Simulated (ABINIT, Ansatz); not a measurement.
# Sr2AlSbO6 (Fm-3m): G0W0 on several meshes in ABINIT

Wanted: mesh dependence and cost of G0W0 for Sr2AlSbO6 (Fm-3m).

Main program and level: ABINIT 10.8.3; LDA and many-body steps on it, plane waves.

**1. The starting structure**

The structure is cubic, space group Fm-3m (No. 225). The conventional cell has a = 7.857 Å, b = 7.857 Å, c = 7.857 Å, α = 90.00°, β = 90.00°, γ = 90.00°. Sr has 12 O at 2.78 Å nearest. Nearest to Al lie 6 O at 1.93 Å. Nearest to Sb lie 6 O at 2.00 Å. Nearest to O lie 1 Al at 1.93 Å and 1 Sb at 2.00 Å and 4 Sr at 2.78 Å. Farther neighbours and most contacts between anions are not listed.

Coordinates:

```cif
data_structure
_symmetry_space_group_name_H-M 'Fm-3m'
_symmetry_Int_Tables_number 225
_cell_length_a 7.8573
_cell_length_b 7.8573
_cell_length_c 7.8573
_cell_angle_alpha 90.000
_cell_angle_beta 90.000
_cell_angle_gamma 90.000
_cell_volume 485.08
loop_
_atom_site_label
_atom_site_type_symbol
_atom_site_symmetry_multiplicity
_atom_site_Wyckoff_symbol
_atom_site_fract_x
_atom_site_fract_y
_atom_site_fract_z
_atom_site_occupancy
Sr1 Sr 8 c 0.25000 0.75000 0.75000 1
Al1 Al 4 a 0.00000 0.00000 0.00000 1
Sb1 Sb 4 b 0.50000 0.00000 0.00000 1
O1 O 24 e 0.24608 0.00000 0.00000 1
```

The cell and positions are those that the Materials Project relaxed with its own functionals (PBE, PBE+U or r2SCAN), kept fixed. Spin-orbit coupling is left out unless a step names it.

**2. Empty states on the mesh, 2×2×2 mesh, 260 bands**

This step: ABINIT 10.8.3; DFT, LDA, plane waves, norm-conserving pseudopotentials.

The sums over transitions need many empty states on a uniform mesh; this step solves for them.

The input, run.abi:

```
acell 3*1.0 Angstrom
rprim 
  0.000000000000 3.928638000000 3.928638000000
  3.928638000000 0.000000000000 3.928638000000
  3.928638000000 3.928638000000 0.000000000000
ntypat 4
znucl 38 13 51 8
natom 10
typat 1 1 2 3 4 4 4 4 4 4
xred 
  0.250000000000 0.250000000000 0.250000000000
  0.750000000000 0.750000000000 0.750000000000
  0.000000000000 0.000000000000 0.000000000000
  0.500000000000 0.500000000000 0.500000000000
  0.753917000000 0.246083000000 0.246083000000
  0.246083000000 0.753917000000 0.753917000000
  0.246083000000 0.753917000000 0.246083000000
  0.753917000000 0.246083000000 0.753917000000
  0.246083000000 0.246083000000 0.753917000000
  0.753917000000 0.753917000000 0.246083000000
pp_dirpath "pseudos"
pseudos "Sr.upf, Al.upf, Sb.upf, O.upf"
ecut 42
ngkpt 2 2 2
nshiftk 1
shiftk 0 0 0
kptopt 1
chksymbreak 0
iscf -2
irdden 1
istwfk *1
nband 260
nbdbuf 22
tolwfr 1e-09
nstep 60
prtvol 0
indata_prefix "in"
outdata_prefix "out"
tmpdata_prefix "tmp"
```

Run with:

```
OMP_NUM_THREADS=1 mpirun -n 4 abinit run.abi > log
```

Numbers of over 12 decimals in the logs are rounded to 6 here.

Log:

```text
.Version 10.8.3 of ABINIT. v10.8.2 released Aug 2026.

 Symmetries : space group Fm -3 m (#225); Bravais cF (face-center cubic)
[... echo of the input left out ...]
== DATASET  1 ==================================================================
-   mpi_nproc: 4, omp_nthreads: 1 (-1 if OMP is not activated)
-    --> not optimal distribution: autoparal keyword recommended in input file <--

--- !DatasetInfo
iteration_state: {dtset: 1, }
dimensions: {natom: 10, nkpt: 3, mband: 260, nsppol: 1, nspinor: 1, nspden: 1, mpw: 10777, }
cutoff_energies: {ecut:  42.0, pawecutdg:  -1.0, }
[...]
2.89037    2.92476    2.92476    2.92476    2.94768    2.94768    2.94930    2.94930
   2.94930    2.96815    2.96816    2.96927    2.96927    2.96929    2.99079    2.99080
   2.99105    3.00146    3.02860    3.02917
 prteigrs : prtvol=0 or 1, do not print more k-points.

== END DATASET(S) ==============================================================
================================================================================

 -outvars: echo values of variables after computation  --------
            nband         260
             nkpt           3
          spgroup         225
 [... the other variables as echoed above ...]

 Calculation completed.
```

The job ended after 4.3 min (4 MPI ranks of Arm Neoverse N1, shared host; peak memory 0.51 GiB).

This step gave:

| Property | Result |
| --- | --- |
| gap | 1.771 eV |
| k of the valence top | 0, 0, 0 |
| k of the conduction bottom | 0, 0, 0 |
| least direct gap | 1.771 eV |
| k points computed | 3 |
| lowest point of the top converged band, above the valence top | 69.9749 eV |

On this mesh the gap is 1.771 eV.

The density comes from a self-consistent run that is not shown.

**3. Screening, 2×2×2 mesh, 121 bands, screening to 114.3 eV**

The RPA dielectric matrix is built and inverted for each q.

This step: RPA screening on LDA, plane waves, norm-conserving pseudopotentials.

run.abi, as its differences from that of step 2:

```diff
@@ -28,10 +28,11 @@
 chksymbreak 0
-iscf -2
-irdden 1
 istwfk *1
-nband 260
-nbdbuf 22
-tolwfr 1e-09
-nstep 60
-prtvol 0
+occopt 1
+irdwfk 1
+optdriver 3
+nband 121
+ecuteps 4.2
+inclvkb 2
+awtr 1
+symchi 1
 indata_prefix "in"
```

Log:

```text
.Version 10.8.3 of ABINIT. v10.8.2 released Aug 2026.

 Symmetries : space group Fm -3 m (#225); Bravais cF (face-center cubic)
[... echo of the input left out ...]
== DATASET  1 ==================================================================
-   mpi_nproc: 4, omp_nthreads: 1 (-1 if OMP is not activated)

--- !DatasetInfo
iteration_state: {dtset: 1, }
dimensions: {natom: 10, nkpt: 3, mband: 121, nsppol: 1, nspinor: 1, nspden: 1, mpw: 10777, }
cutoff_energies: {ecut:  42.0, pawecutdg:  -1.0, }
electrons: {nelect:   8.20000000E+01, charge:   0.00000000E+00, occopt:   1.00000000E+00, tsmear:   1.00000000E-02, }

 SCREENING: Calculation of the susceptibility and dielectric matrices

 Based on a program developped by R.W. Godby, V. Olevano, G. Onida, and L. Reining.
 Incorporated in ABINIT by V. Olevano, G.-M. Rignanese, and M. Torrent.
.Using double precision arithmetic ; gwpc =  8

[... cell and pseudopotentials left out ...]
--------------------------------------------------------------------------------

 ==== K-mesh for the wavefunctions ====
 Number of points in the irreducible wedge :     3
[... list of points left out ...]
 Together with 48 symmetry operations and time-reversal symmetry
 yields     8 points in the full Brillouin Zone.

 ==== Q-mesh for the screening function ====
 Number of points in the irreducible wedge :     3
[... list of points left out ...]
 Together with 48 symmetry operations and time-reversal symmetry
 yields     8 points in the full Brillouin Zone.

 setmesh: FFT mesh size selected  =    40x   40x   40
          total number of points  =        64000

 vcoul_init : cutoff-mode = AUXILIARY_FUNCTION
 q-points for optical limit:   1
     1)      0.000010    0.000020    0.000030

- screening: taking advantage of time-reversal symmetry
- Maximum band index for partially occupied states nbvw = 41
- Remaining bands to be divided among processors   nbcw = 80
- Number of bands treated by each node ~20

 Number of electrons calculated from density =   82.0000; Expected =   82.0000
 average of density, n =  0.100198
 r_s =    1.3356
 omega_plasma =   30.5342 [eV]

 calculating chi0 at frequencies [eV] :
  1    0.000000E+00    0.000000E+00
  2    0.000000E+00    3.053418E+01

--------------------------------------------------------------------------------
  q-point number  1        q = ( 0.000000, 0.000000, 0.000000) [r.l.u.]
--------------------------------------------------------------------------------
[... chi0 elements left out ...]
 For q-point:  0.000010 0.000020 0.000030
  dielectric constant =   4.9119
  dielectric constant without local fields =   5.3297

  Average fulfillment of the sum rule on Im[epsilon] for q-point    1 :     40.50  [%]
[... wings left out ...]
  q-point number  2        q = ( 0.500000, 0.000000, 0.000000) [r.l.u.]
--------------------------------------------------------------------------------
[... chi0 elements left out ...]
  Average fulfillment of the sum rule on Im[epsilon] for q-point    2 :     47.27  [%]

 [... 1 further q-points ...]
```

It took 76 s on 4 MPI ranks; peak memory 1.7 GiB.

This step gave:

| Property | Result |
| --- | --- |
| ε∞ with local fields, on this mesh, along the program's q direction | 4.912 |
| the same without local fields | 5.330 |
| plasma frequency | 30.53 eV |
| plane waves in the screening matrix | 331 |

Local fields lower ε∞ by 8 %. On a Γ-centred mesh this coarse the value itself is usually too large, while a short band sum pulls it down.

**4. 2×2×2**

The self-energy is evaluated for the states that the input lists, and the levels follow from it, in one-shot runs by the linearised quasiparticle equation.

This step: G0W0 on LDA, plane waves, norm-conserving pseudopotentials.

run.abi, as its differences from that of step 3:

```diff
@@ -31,8 +31,15 @@
 irdwfk 1
-optdriver 3
+optdriver 4
 nband 121
+gwcalctyp 0
+ecutsigx 42
+symsigma 1
+nkptgw 1
+kptgw 
+  0.0000000000 0.0000000000 0.0000000000
+bdgw 
+  39 44
 ecuteps 4.2
-inclvkb 2
-awtr 1
-symchi 1
+irdscr 1
+ppmodel 1
 indata_prefix "in"
```

Log:

```text
.Version 10.8.3 of ABINIT. v10.8.2 released Aug 2026.

 Symmetries : space group Fm -3 m (#225); Bravais cF (face-center cubic)
[... echo of the input left out ...]
== DATASET  1 ==================================================================
-   mpi_nproc: 4, omp_nthreads: 1 (-1 if OMP is not activated)

--- !DatasetInfo
iteration_state: {dtset: 1, }
dimensions: {natom: 10, nkpt: 3, mband: 121, nsppol: 1, nspinor: 1, nspden: 1, mpw: 10777, }
cutoff_energies: {ecut:  42.0, pawecutdg:  -1.0, }
electrons: {nelect:   8.20000000E+01, charge:   0.00000000E+00, occopt:   1.00000000E+00, tsmear:   1.00000000E-02, }

 SIGMA: Calculation of the GW corrections

 Based on a program developped by R.W. Godby, V. Olevano, G. Onida, and L. Reining.
 Incorporated in ABINIT by V. Olevano, G.-M. Rignanese, and M. Torrent.
.Using double precision arithmetic ; gwpc =  8

[... cell and pseudopotentials left out ...]
--------------------------------------------------------------------------------

 ==== K-mesh for the wavefunctions ====
 Number of points in the irreducible wedge :     3
[... list of points left out ...]
 Together with 48 symmetry operations and time-reversal symmetry
 yields     8 points in the full Brillouin Zone.

 ==== Q-mesh for screening function ====
 Number of points in the irreducible wedge :     3
[... list of points left out ...]
 Together with 48 symmetry operations and time-reversal symmetry
 yields     8 points in the full Brillouin Zone.

 vcoul_init : cutoff-mode = AUXILIARY_FUNCTION
 q-points for optical limit:   1
     1)      0.000010    0.000020    0.000030
 setmesh: FFT mesh size selected  =    64x   64x   64
          total number of points  =       262144

 Number of electrons calculated from density =   82.0000; Expected =   82.0000
 average of density, n =  0.100198
 r_s =    1.3356
 omega_plasma =   30.5342 [eV]

 === KS Band Gaps ===
  >>>> For spin  1
   Minimum direct gap =   1.7713 [eV], located at k-point      :   0.0000  0.0000  0.0000
   Fundamental gap    =   1.7713 [eV], Top of valence bands at :   0.0000  0.0000  0.0000
                                       Bottom of conduction at :   0.0000  0.0000  0.0000
 SIGMA fundamental parameters:
 PLASMON POLE MODEL  1
 number of plane-waves for SigmaX                10777
 number of plane-waves for SigmaC and W            331
 number of plane-waves for wavefunctions         10777
 number of bands                                   121
 number of independent spin polarizations            1
 number of spinorial components                      1
 number of k-points in IBZ                           3
 number of q-points in IBZ                           3
 number of symmetry operations                      48
 number of k-points in BZ                            8
 number of q-points in BZ                            8
 number of frequencies for dSigma/dE                 9
 frequency step for dSigma/dE [eV]                0.25
 number of omega for Sigma on real axis              0
 max omega for Sigma on real axis  [eV]           0.00
 zcut for avoiding poles [eV]                     0.10

 EPSILON^-1 parameters (SCR file):
 dimension of the eps^-1 matrix on file            331
 dimension of the eps^-1 matrix used               331
 number of plane-waves for wavefunctions         10777
 number of bands                                   121
 number of q-points in IBZ                           3
 number of frequencies                               2
 number of real frequencies                          1
 number of imag frequencies                          1

 matrix elements of self-energy operator (all in [eV])

 Perturbative Calculation

--- !SelfEnergy_ee
iteration_state: {dtset: 1, }
kpoint     : [   0.000,    0.000,    0.000, ]
spin       : 1
KS_gap     :    1.771
QP_gap     :    3.867
Delta_QP_KS:    2.095
data: !SigmaeeData |
     Band     E0 <VxcDFT>   SigX SigC(E0)      Z dSigC/dE  Sig(E)    E-E0       E
       39   6.792 -20.022 -25.195   5.091   0.795  -0.258 -20.088  -0.065   6.726
       40   6.792 -20.022 -25.195   5.091   0.795  -0.258 -20.088  -0.065   6.726
       41   6.792 -20.022 -25.195   5.091   0.795  -0.258 -20.088  -0.065   6.726
       42   8.563 -16.994 -12.134  -2.441   0.839  -0.192 -14.965   2.030  10.593
       43  12.062 -10.970  -5.362  -3.387   0.867  -0.154  -9.045   1.926  13.988
       44  12.062 -10.970  -5.362  -3.387   0.867  -0.154  -9.045   1.926  13.988

== END DATASET(S) ==============================================================
================================================================================

 -outvars: echo values of variables after computation  --------
           etotal      0.0000000000E+00
            nband         121
             nkpt           3
          spgroup         225
 [... the other variables as echoed above ...]

 Calculation completed.
```

Run time: 14 s. Hardware: 4 MPI ranks; peak memory 1.3 GiB; 54 s of CPU time.

This step gave:

| Quantity | Value |
| --- | --- |
| G0W0 gap on the points computed | 3.867 eV |
| starting gap on the mesh | 1.771 eV |
| k of the valence top | 0, 0, 0 |
| k of the conduction bottom | 0, 0, 0 |
| Z at the valence top | 0.795 |
| Z at the conduction bottom | 0.839 |
| least direct G0W0 gap on the computed points | 3.867 eV |

The gap on the mesh goes from 1.77 eV to 3.87 eV, a correction of +2.10 eV.

**5. Empty states on the mesh, 4×4×4 mesh, 133 bands**

This step: DFT, LDA, plane waves, norm-conserving pseudopotentials.

run.abi, as its differences from that of step 4:

```diff
@@ -23,3 +23,3 @@
 ecut 42
-ngkpt 2 2 2
+ngkpt 4 4 4
 nshiftk 1
@@ -28,18 +28,10 @@
 chksymbreak 0
+iscf -2
+irdden 1
 istwfk *1
-occopt 1
-irdwfk 1
-optdriver 4
-nband 121
-gwcalctyp 0
-ecutsigx 42
-symsigma 1
-nkptgw 1
-kptgw 
-  0.0000000000 0.0000000000 0.0000000000
-bdgw 
-  39 44
-ecuteps 4.2
-irdscr 1
-ppmodel 1
+nband 133
+nbdbuf 12
+tolwfr 1e-09
+nstep 60
+prtvol 0
 indata_prefix "in"
```

Log:

```text
.Version 10.8.3 of ABINIT. v10.8.2 released Aug 2026.

 Symmetries : space group Fm -3 m (#225); Bravais cF (face-center cubic)
[... echo of the input left out ...]
== DATASET  1 ==================================================================
-   mpi_nproc: 4, omp_nthreads: 1 (-1 if OMP is not activated)

--- !DatasetInfo
iteration_state: {dtset: 1, }
dimensions: {natom: 10, nkpt: 8, mband: 133, nsppol: 1, nspinor: 1, nspden: 1, mpw: 10777, }
cutoff_energies: {ecut:  42.0, pawecutdg:  -1.0, }
[...]
1.45260    1.45260    1.54659    1.58033    1.58033    1.58033    1.62287    1.62287
   1.62287    1.66889    1.70324    1.70624    1.70624    1.70625    1.72746    1.72746
   1.72771    1.73267    1.73297    1.76273    1.76303
 prteigrs : prtvol=0 or 1, do not print more k-points.

== END DATASET(S) ==============================================================
================================================================================

 -outvars: echo values of variables after computation  --------
            nband         133
             nkpt           8
          spgroup         225
 [... the other variables as echoed above ...]

 Calculation completed.
```

Wall time 2.8 min (4 MPI ranks); peak memory 0.59 GiB.

Numbers from this step:

| Property | Result |
| --- | --- |
| gap | 1.771 eV |
| k of the valence top | 0, 0, 0 |
| k of the conduction bottom | 0, 0, 0 |
| least direct gap | 1.771 eV |
| k points computed | 8 |
| lowest point of the top converged band, above the valence top | 36.41 eV |

On this mesh the gap is 1.771 eV.

**6. Screening, 4×4×4 mesh, 121 bands, screening to 114.3 eV**

This step: RPA screening on LDA, plane waves, norm-conserving pseudopotentials.

run.abi, as its differences from that of step 5:

```diff
@@ -28,10 +28,11 @@
 chksymbreak 0
-iscf -2
-irdden 1
 istwfk *1
-nband 133
-nbdbuf 12
-tolwfr 1e-09
-nstep 60
-prtvol 0
+occopt 1
+irdwfk 1
+optdriver 3
+nband 121
+ecuteps 4.2
+inclvkb 2
+awtr 1
+symchi 1
 indata_prefix "in"
```

Log:

```text
.Version 10.8.3 of ABINIT. v10.8.2 released Aug 2026.

 Symmetries : space group Fm -3 m (#225); Bravais cF (face-center cubic)
[... echo of the input left out ...]
== DATASET  1 ==================================================================
-   mpi_nproc: 4, omp_nthreads: 1 (-1 if OMP is not activated)

--- !DatasetInfo
iteration_state: {dtset: 1, }
dimensions: {natom: 10, nkpt: 8, mband: 121, nsppol: 1, nspinor: 1, nspden: 1, mpw: 10777, }
cutoff_energies: {ecut:  42.0, pawecutdg:  -1.0, }
electrons: {nelect:   8.20000000E+01, charge:   0.00000000E+00, occopt:   1.00000000E+00, tsmear:   1.00000000E-02, }

 SCREENING: Calculation of the susceptibility and dielectric matrices

 Based on a program developped by R.W. Godby, V. Olevano, G. Onida, and L. Reining.
 Incorporated in ABINIT by V. Olevano, G.-M. Rignanese, and M. Torrent.
.Using double precision arithmetic ; gwpc =  8

[... cell and pseudopotentials left out ...]
--------------------------------------------------------------------------------

 ==== K-mesh for the wavefunctions ====
 Number of points in the irreducible wedge :     8
[... list of points left out ...]
 Together with 48 symmetry operations and time-reversal symmetry
 yields    64 points in the full Brillouin Zone.

 ==== Q-mesh for the screening function ====
 Number of points in the irreducible wedge :     8
[... list of points left out ...]
 Together with 48 symmetry operations and time-reversal symmetry
 yields    64 points in the full Brillouin Zone.

 setmesh: FFT mesh size selected  =    40x   40x   40
          total number of points  =        64000

 vcoul_init : cutoff-mode = AUXILIARY_FUNCTION
 q-points for optical limit:   1
     1)      0.000010    0.000020    0.000030

- screening: taking advantage of time-reversal symmetry
- Maximum band index for partially occupied states nbvw = 41
- Remaining bands to be divided among processors   nbcw = 80
- Number of bands treated by each node ~20

 Number of electrons calculated from density =   82.0000; Expected =   82.0000
 average of density, n =  0.100198
 r_s =    1.3356
 omega_plasma =   30.5342 [eV]

 calculating chi0 at frequencies [eV] :
  1    0.000000E+00    0.000000E+00
  2    0.000000E+00    3.053418E+01

--------------------------------------------------------------------------------
  q-point number  1        q = ( 0.000000, 0.000000, 0.000000) [r.l.u.]
--------------------------------------------------------------------------------
[... chi0 elements left out ...]
 For q-point:  0.000010 0.000020 0.000030
  dielectric constant =   3.9411
  dielectric constant without local fields =   4.2851

  Average fulfillment of the sum rule on Im[epsilon] for q-point    1 :     40.56  [%]
[... wings left out ...]
  q-point number  2        q = ( 0.250000, 0.000000, 0.000000) [r.l.u.]
--------------------------------------------------------------------------------
[... chi0 elements left out ...]
  Average fulfillment of the sum rule on Im[epsilon] for q-point    2 :     52.78  [%]

 [... 6 further q-points ...]
```

Elapsed: 7.6 min, on 4 MPI ranks; peak memory 3.2 GiB.

This step gave:

| Property | Result |
| --- | --- |
| ε∞ with local fields, on this mesh, along the program's q direction | 3.941 |
| the same without local fields | 4.285 |
| plasma frequency | 30.53 eV |
| plane waves in the screening matrix | 331 |

[end of part 1 of 2]

[Paths, hosts, dates, memory and timing lines, banners, echoed tables and standing remarks are left out of the program output.]

[Logs are printed without paths, hosts, clocks, repeated set-up lines and the standing remarks that a program may print on its own settings, such as how far it seeks lower states.]

[Runs of the session that timed out or met a known fault of the program may be left out.]

[No measured gap is set beside runs whose start may be inverted or whose files or cutoffs have a known fault.]

[Hosts, paths, dates, database ids (printed as entryN), source tags and the programs' standing remarks are cut or masked in the printed files.]

[G0W0 gaps are taken among the corrected bands and points alone; a level outside them can change the order at an edge.]

[Where Ansatz stands beside ABINIT at settings called matched, ABINIT's density can come from a denser mesh and the files from another edition; pairs whose starting gaps differed by over 0.03 eV were left out, so agreement reads better than it is.]
